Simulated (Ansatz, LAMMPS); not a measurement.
## C in place of Si at several sites of glassy Na2MgSi3O8 (112 atoms)

Aim: make C in place of Si at several sites of glassy Na2MgSi3O8 (112 atoms), relax each, and compare their energies.

Main program and level: Ansatz 0.2.0; Kohn-Sham DFT, PBE, PAW (set soft_2), plane waves.

### 1. The system as given

The cell holds 112 atoms: 8 Mg, 16 Na, 64 O and 24 Si. Cell: a = 11.203 Å, b = 11.203 Å, c = 11.203 Å, α = 90.0°, β = 90.0°, γ = 90.0°. 112 atoms (8 Mg, 16 Na, 64 O, 24 Si) placed at random at 2.58 g/cm³, melted at 4500 K for 20 ps at fixed volume with the Morse and Coulomb pair potential with partial charges (Pedone, Malavasi, Menziani, Cormack and Segre, J. Phys. Chem. B 110, 11780 (2006)). Quenched from 4500 K to 300 K at 10 K/ps and fixed volume, held 20 ps at zero pressure.

What the set-up can't give: The quench rate of 10 K/ps is orders of magnitude faster than experiment, which tends to freeze in extra defects. The starting topology of bonds comes from the classical model, and needn't be the one that DFT or experiment would give. Only the Γ point is sampled, in a cell whose shortest periodic width is 11 Å.

### 2. Single point at the start

A single point comes first, to see the forces before anything moves.

Contents of input.yaml:

```yaml
crystal:
  lattice:
    - [11.20281, 0.0, 0.0]
    - [0.0, 11.20281, 0.0]
    - [0.0, 0.0, 11.20281]
  atoms:
    - { symbol: Mg, position: [0.49289, 0.63857, 0.17389] }
    - { symbol: Mg, position: [0.56546, 0.0252, 0.3852] }
    - { symbol: Mg, position: [0.40186, 0.02516, 0.60196] }
    - { symbol: Mg, position: [0.23163, 0.79832, 0.77523] }
    - { symbol: Mg, position: [0.69733, 0.79846, 0.31259] }
    - { symbol: Mg, position: [0.48293, 0.62347, 0.6753] }
    - { symbol: Mg, position: [0.91562, 0.46092, 0.58757] }
    - { symbol: Mg, position: [0.09101, 0.37908, 0.97946] }
    - { symbol: Na, position: [0.92082, 0.19016, 0.73754] }
    - { symbol: Na, position: [0.26829, 0.58976, 0.56449] }
    - { symbol: Na, position: [0.47992, 0.93975, 0.17926] }
    - { symbol: Na, position: [0.6887, 0.59475, 0.5788] }
    - { symbol: Na, position: [0.99343, 0.6954, 0.89055] }
    - { symbol: Na, position: [0.1139, 0.01238, 0.52916] }
    - { symbol: Na, position: [0.84906, 0.25045, 0.03801] }
    - { symbol: Na, position: [0.15171, 0.58194, 0.82788] }
    - { symbol: Na, position: [0.65456, 0.09328, 0.71451] }
    - { symbol: Na, position: [0.60539, 0.85156, 0.58737] }
    - { symbol: Na, position: [0.0421, 0.30061, 0.25006] }
    - { symbol: Na, position: [0.69093, 0.98524, 0.04504] }
    - { symbol: Na, position: [0.89242, 0.24727, 0.44353] }
    - { symbol: Na, position: [0.4487, 0.55839, 0.91768] }
    - { symbol: Na, position: [0.28674, 0.01007, 0.31512] }
    - { symbol: Na, position: [0.31344, 0.47451, 0.10346] }
    - { symbol: O, position: [0.52339, 0.05961, 0.93826] }
    - { symbol: O, position: [0.18509, 0.05192, 0.95829] }
    - { symbol: O, position: [0.11528, 0.67438, 0.25728] }
    - { symbol: O, position: [0.26097, 0.4076, 0.4279] }
    - { symbol: O, position: [0.07644, 0.69258, 0.4782] }
    - { symbol: O, position: [0.27648, 0.31972, 0.64479] }
    - { symbol: O, position: [0.93142, 0.01942, 0.39466] }
    - { symbol: O, position: [0.37458, 0.20616, 0.82708] }
    - { symbol: O, position: [0.06017, 0.36267, 0.55152] }
    - { symbol: O, position: [0.66043, 0.21976, 0.3931] }
    - { symbol: O, position: [0.80458, 0.86088, 0.78889] }
    - { symbol: O, position: [0.32814, 0.66114, 0.75151] }
    - { symbol: O, position: [0.28732, 0.74265, 0.41077] }
    - { symbol: O, position: [0.10638, 0.88582, 0.35803] }
    - { symbol: O, position: [0.54539, 0.46546, 0.73676] }
    - { symbol: O, position: [0.61353, 0.83343, 0.91118] }
    - { symbol: O, position: [0.72945, 0.76073, 0.14604] }
    - { symbol: O, position: [0.79559, 0.44542, 0.46776] }
    - { symbol: O, position: [0.8141, 0.07807, 0.88578] }
    - { symbol: O, position: [0.85407, 0.22971, 0.24688] }
    - { symbol: O, position: [0.28677, 0.89554, 0.13687] }
    - { symbol: O, position: [0.88355, 0.87538, 0.99532] }
    - { symbol: O, position: [0.84696, 0.07115, 0.60288] }
    - { symbol: O, position: [0.63471, 0.70302, 0.72399] }
    - { symbol: O, position: [0.70673, 0.48113, 0.249] }
    - { symbol: O, position: [0.05709, 0.2256, 0.04274] }
    - { symbol: O, position: [0.78008, 0.65769, 0.37969] }
    - { symbol: O, position: [0.0155, 0.99743, 0.82656] }
    - { symbol: O, position: [0.91876, 0.85298, 0.54756] }
    - { symbol: O, position: [0.69435, 0.05879, 0.23189] }
    - { symbol: O, position: [0.05915, 0.02801, 0.1746] }
    - { symbol: O, position: [0.14304, 0.18978, 0.78045] }
    - { symbol: O, position: [0.5437, 0.48934, 0.08109] }
    - { symbol: O, position: [0.51609, 0.77526, 0.29222] }
    - { symbol: O, position: [0.44977, 0.12224, 0.26475] }
    - { symbol: O, position: [0.4943, 0.37546, 0.45659] }
    - { symbol: O, position: [0.90119, 0.62458, 0.62992] }
    - { symbol: O, position: [0.41097, 0.55956, 0.32099] }
    - { symbol: O, position: [0.10551, 0.48255, 0.12301] }
    - { symbol: O, position: [0.43421, 0.90431, 0.46436] }
    - { symbol: O, position: [0.22197, 0.38312, 0.86202] }
    - { symbol: O, position: [0.59594, 0.27846, 0.86256] }
    - { symbol: O, position: [0.16081, 0.78316, 0.95626] }
    - { symbol: O, position: [0.18482, 0.18996, 0.46853] }
    - { symbol: O, position: [0.93848, 0.66721, 0.10138] }
    - { symbol: O, position: [0.39186, 0.34805, 0.25227] }
    - { symbol: O, position: [0.35847, 0.68962, 0.05727] }
    - { symbol: O, position: [0.72389, 0.93063, 0.45561] }
    - { symbol: O, position: [0.37767, 0.87067, 0.9233] }
    - { symbol: O, position: [0.76707, 0.45299, 0.02955] }
    - { symbol: O, position: [0.64772, 0.28699, 0.63249] }
    - { symbol: O, position: [0.07489, 0.75435, 0.69532] }
    - { symbol: O, position: [0.93377, 0.5187, 0.28403] }
    - { symbol: O, position: [0.78186, 0.646, 0.88992] }
    [... 28 atom lines left out ...]
    - { symbol: Si, position: [0.79912, 0.53075, 0.34821] }
    - { symbol: Si, position: [0.88246, 0.95691, 0.86185] }
    - { symbol: Si, position: [0.99901, 0.96141, 0.28228] }
    - { symbol: Si, position: [0.83082, 0.51101, 0.91245] }
    - { symbol: Si, position: [0.64382, 0.37051, 0.7577] }
    - { symbol: Si, position: [0.7131, 0.19067, 0.25795] }
kpoints:
  mp_grid: { grid: [1, 1, 1] }
hamiltonian:
  xc: pbe
scf:
  occupations: { method: fixed }
output:
  forces: true
```

Run with:

```sh
$ ansatz run input.yaml --threads 4 --pin off --max-ram 8192MiB --backend cpu --events-out ev --progress --plain --runs-dir out
```

The log of the run:

```text
[...]
Pseudopotentials: kind: paw
Pseudopotential: Mg, paw, valence charge 10, recommended cutoff 420 eV (normal), Mg.paw.azcp
Pseudopotential: Na, paw, valence charge 9, recommended cutoff 420 eV (normal), Na.paw.azcp
Pseudopotential: O, paw, valence charge 6, recommended cutoff 420 eV (normal), O.paw.azcp
Pseudopotential: Si, paw, valence charge 4, recommended cutoff 420 eV (normal), Si.paw.azcp
[...]
Crystal: 112 atoms, lattice volume = 1405.986 Å³
Basis set: ecut = 420 eV, 27609 PW (Γ), exchange–correlation on 150×150×150 points (8 copies of the dense FFT grid, shifted against one another)
Bands: 464, of which v1, the nominal top of the filled ones, is band 352 counted from 1 (351 counted from 0)
Symmetry: 1 space group operations
Space group: P1 (ITA 1), of the structure as read, at distance tolerance 1.1e-4 Å
k-points: 1
[...]
Initial density: superposition of atomic densities (neutral atoms: chi_scale 0, normalization atom), corrected by the library's trained network
Initial wavefunctions: pseudopotential atomic-orbital guess
[...]
SCF iter   1: F=—  HF=-90860.180986 eV  |F-HF|=—  |Δ(HF+E_count)|=         —  Δρ=2.39e-3  dr2=1.63e-1  ethr=1.77e-3  ⟨swp⟩=5.0  Hψ=1496  notcnv=0  defer=110
preconditioner: auto → Resta (q_TF=auto, 2.431 Å⁻¹)  ε∞=2.8  [insulator: Δε(μ)=2.507 eV  Ē_g=18.073 eV  n_scr=340 (ndim 8)  ℏωp=24.4 eV  f_vac=0.105  ε∞_Penn≈2.8]
SCF iter   2: F=—  HF=-90860.137946 eV  |F-HF|=—  |Δ(HF+E_count)|=   4.30e-2  Δρ=1.34e-3  dr2=3.89e-2  ethr=2.32e-5  ⟨swp⟩=2.0  Hψ=778  notcnv=0  defer=110
SCF iter   3: F=—  HF=-90860.133630 eV  |F-HF|=—  |Δ(HF+E_count)|=   4.32e-3  Δρ=6.29e-4  dr2=1.12e-2  ethr=5.52e-6  ⟨swp⟩=2.0  Hψ=565  notcnv=0  defer=108
automatic band count: iteration 3 solves 462 bands in place of 464: the levels show a gap, and the empty bands left out lie too high to hold charge; the band table lists the bands solved (type scf.n_extra_bands for more)
SCF iter   4: F=—  HF=-90860.131911 eV  |F-HF|=—  |Δ(HF+E_count)|=   1.72e-3  Δρ=2.49e-4  dr2=9.71e-4  ethr=1.59e-6  ⟨swp⟩=2.0  Hψ=555  notcnv=0  defer=108
SCF iter   5: F=—  HF=-90860.131954 eV  |F-HF|=—  |Δ(HF+E_count)|=   4.22e-5  Δρ=1.52e-4  dr2=2.93e-4  ethr=1.38e-7  ⟨swp⟩=2.0  Hψ=680  notcnv=0  defer=108
[...]
SCF iter   9: F=—  HF=-90860.130405 eV  |F-HF|=—  |Δ(HF+E_count)|=   3.74e-7  Δρ=2.95e-6  dr2=1.21e-7  ethr=1.38e-10  ⟨swp⟩=2.0  Hψ=658  notcnv=0  defer=106
SCF iter  10: F=-90860.130405 eV  HF=-90860.130405 eV  |F-HF|=2.47e-9  |Δ(HF+E_count)|=   7.81e-8  Δρ=1.56e-6  dr2=3.17e-8  ethr=1.42e-11  ⟨swp⟩=4.0  Hψ=1470  notcnv=0
SCF 1 converged in 10 iterations: F = -90860.130405 eV  dr2 = 3.17e-8
[...]
SCF converged after 10 iterations
Free energy (F): -90860.130405 eV
Harris-Foulkes:  -90860.130405 eV  (|F-HF|=2.47e-9)
Internal energy: -90860.130405 eV  (E = F + TS)
E sigma→0 (E₀):  -90860.130405 eV
Fermi energy:    5.308657 eV
--- Per-component energies (eV) ---
[...]
Σ components = -90860.130405   (vs F -90860.130405, Δ=0.00e0)
--- Forces (eV/Å), atoms counted from 1 ---
  atom   1  Mg    -0.48125810     0.01823906    -0.10926142
  atom   2  Mg     0.14103293     1.40167265     0.60510578
  atom   3  Mg    -0.31428121    -0.94149042     1.06742892
  atom   4  Mg    -0.38556831     0.49236168    -0.21023754
[...]
atom 112  Si     2.98742980     4.29599301     0.11362012
  max |Σ_I F_I| component: 2.13e-4 eV/Å
```

Wall time 21 s (4 threads of Intel Xeon Platinum 8259CL at 2.50GHz (Skylake/Cascade Lake), shared host); peak memory 1.9 GiB.

The r.m.s. force at the start is 1.3 eV/Å.

### 3. Relaxation

With the cell held, the atoms are moved downhill towards a nearby minimum.

Contents of input.yaml:

```yaml
crystal:
  lattice:
    - [11.20281, 0.0, 0.0]
    - [0.0, 11.20281, 0.0]
    - [0.0, 0.0, 11.20281]
  atoms:
    [... the 112 atom lines of step 2 ...]
kpoints:
  mp_grid: { grid: [1, 1, 1] }
hamiltonian:
  xc: pbe
scf:
  occupations: { method: fixed }
output:
  forces: true
relax:
  f_tol: 0.05
  max_steps: 120
```

The log of the run:

```text
[...]
Crystal: 112 atoms, lattice volume = 1405.986 Å³
Basis set: ecut = 420 eV, 27609 PW (Γ), exchange–correlation on 150×150×150 points (8 copies of the dense FFT grid, shifted against one another)
Bands: 464, of which v1, the nominal top of the filled ones, is band 352 counted from 1 (351 counted from 0)
Symmetry: 1 space group operations
[...]
k-points: 1
[...]
SCF iter   1: F=—  HF=-90860.180985 eV  |F-HF|=—  |Δ(HF+E_count)|=         —  Δρ=2.39e-3  dr2=1.63e-1  ethr=1.77e-3  ⟨swp⟩=5.0  Hψ=1496  notcnv=0  defer=110
[...]
SCF iter   6: F=-90860.130395 eV  HF=-90860.130397 eV  |F-HF|=2.35e-6  |Δ(HF+E_count)|=   6.63e-6  Δρ=4.30e-5  dr2=2.34e-5  ethr=8.88e-9  ⟨swp⟩=3.0  Hψ=1676  notcnv=0
SCF 1 converged in 6 iterations: F = -90860.130395 eV  dr2 = 2.34e-5
[...]
relax step   1: F+E_penalty+E_count = -90860.13039474 eV  Δ(F+E_penalty+E_count) = +0.000e0 eV  max|allowed force component| = 6.318e0 eV/Å  Δτ_max = 0.0000 Å  (6 SCF iters, dr2 threshold 6.25e-5 eV, accepted)
[... from here on, the SCF cycles and remarks between the steps are left out ...]
relax step   2: F+E_penalty+E_count = -90865.92406253 eV  Δ(F+E_penalty+E_count) = -5.794e0 eV  max|allowed force component| = 3.311e0 eV/Å  Δτ_max = 0.1915 Å  (6 SCF iters, dr2 threshold 1.00e-4 eV, accepted)
relax step   3: F+E_penalty+E_count = -90869.37436222 eV  Δ(F+E_penalty+E_count) = -3.450e0 eV  max|allowed force component| = 1.040e0 eV/Å  Δτ_max = 0.1905 Å  (7 SCF iters, dr2 threshold 1.00e-4 eV, accepted)
relax step   4: F+E_penalty+E_count = -90869.90433904 eV  Δ(F+E_penalty+E_count) = -5.300e-1 eV  max|allowed force component| = 7.139e-1 eV/Å  Δτ_max = 0.2000 Å  (6 SCF iters, dr2 threshold 1.00e-4 eV, accepted)
relax step   5: F+E_penalty+E_count = -90870.34696988 eV  Δ(F+E_penalty+E_count) = -4.426e-1 eV  max|allowed force component| = 2.318e-1 eV/Å  Δτ_max = 0.1953 Å  (6 SCF iters, dr2 threshold 5.03e-5 eV, accepted)
relax step   6: F+E_penalty+E_count = -90870.53867291 eV  Δ(F+E_penalty+E_count) = -1.917e-1 eV  max|allowed force component| = 2.306e-1 eV/Å  Δτ_max = 0.2000 Å  (7 SCF iters, dr2 threshold 5.66e-6 eV, accepted)
relax step   7: F+E_penalty+E_count = -90870.69676255 eV  Δ(F+E_penalty+E_count) = -1.581e-1 eV  max|allowed force component| = 3.280e-1 eV/Å  Δτ_max = 0.1948 Å  (7 SCF iters, dr2 threshold 5.61e-6 eV, accepted)
relax step   8: F+E_penalty+E_count = -90870.83247540 eV  Δ(F+E_penalty+E_count) = -1.357e-1 eV  max|allowed force component| = 1.017e-1 eV/Å  Δτ_max = 0.2000 Å  (6 SCF iters, dr2 threshold 1.00e-4 eV, accepted)
relax step   9: F+E_penalty+E_count = -90870.86178192 eV  Δ(F+E_penalty+E_count) = -2.931e-2 eV  max|allowed force component| = 3.330e-1 eV/Å  Δτ_max = 0.2000 Å  (10 SCF iters, accepted)
relax step  10: F+E_penalty+E_count = -90870.87292743 eV  Δ(F+E_penalty+E_count) = -1.115e-2 eV  max|allowed force component| = 1.553e-1 eV/Å  Δτ_max = 0.1640 Å  (7 SCF iters, dr2 threshold 1.07e-5 eV, accepted)
relax step  11: F+E_penalty+E_count = -90870.90586718 eV  Δ(F+E_penalty+E_count) = -3.294e-2 eV  max|allowed force component| = 1.500e-1 eV/Å  Δτ_max = 0.2000 Å  (8 SCF iters, dr2 threshold 5.25e-6 eV, accepted)
relax step  12: F+E_penalty+E_count = -90870.92526654 eV  Δ(F+E_penalty+E_count) = -1.940e-2 eV  max|allowed force component| = 7.018e-2 eV/Å  Δτ_max = 0.2000 Å  (7 SCF iters, dr2 threshold 4.90e-6 eV, accepted)
relax step  13: F+E_penalty+E_count = -90870.93130451 eV  Δ(F+E_penalty+E_count) = -6.038e-3 eV  max|allowed force component| = 3.319e-2 eV/Å  Δτ_max = 0.0550 Å  (9 SCF iters, accepted)
SCF converged after 9 iterations
Free energy (F): -90870.931305 eV
[...]
Internal energy: -90870.931305 eV  (E = F + TS)
E sigma→0 (E₀):  -90870.931305 eV
Fermi energy:    4.990037 eV
[...]
Σ components = -90870.931305   (vs F -90870.931305, Δ=0.00e0)
--- Forces (eV/Å), atoms counted from 1 ---
  atom   1  Mg    -0.00561391    -0.00115733    -0.00364896
  atom   2  Mg    -0.01113647     0.00865616     0.00026330
  atom   3  Mg     0.00790604    -0.00272799     0.00009705
  atom   4  Mg    -0.00208876    -0.00785538     0.00822804
[...]
atom 112  Si     0.01965820     0.00600163     0.02436775
  max |Σ_I F_I| component: 9.29e-5 eV/Å
--- Relaxed structure (13 steps of the walk, 13 accepted, 0 SCFs on fresh bases) ---
  F+E_penalty+E_count = -90870.93130451 eV   max|allowed force component| = 3.319e-2 eV/Å
  atoms:
    - { symbol: Mg, position: [0.493907, 0.631755, 0.191855] }
    - { symbol: Mg, position: [0.562642, 0.047070, 0.381495] }
    - { symbol: Mg, position: [0.377706, 0.044655, 0.605095] }
    - { symbol: Mg, position: [0.244298, 0.792141, 0.784703] }
[...]
- { symbol: Si, position: [0.717526, 0.198935, 0.256169] }
```

It took 3.6 min on 4 threads; peak memory 1.9 GiB.

The relaxation converged after 13 steps, 10.8 eV below its start, with a largest force component of 0.033 eV/Å.

(Part 1 of 3 ends here.)

[Long decimals in the printed logs are rounded to 6 places.]

[Logs are printed without paths, hosts, clocks, repeated set-up lines and the standing remarks that a program may print on its own settings, such as how far it seeks lower states.]

[Hosts, paths, dates, database ids (printed as entryN), source tags and the programs' standing remarks are cut or masked in the printed files.]
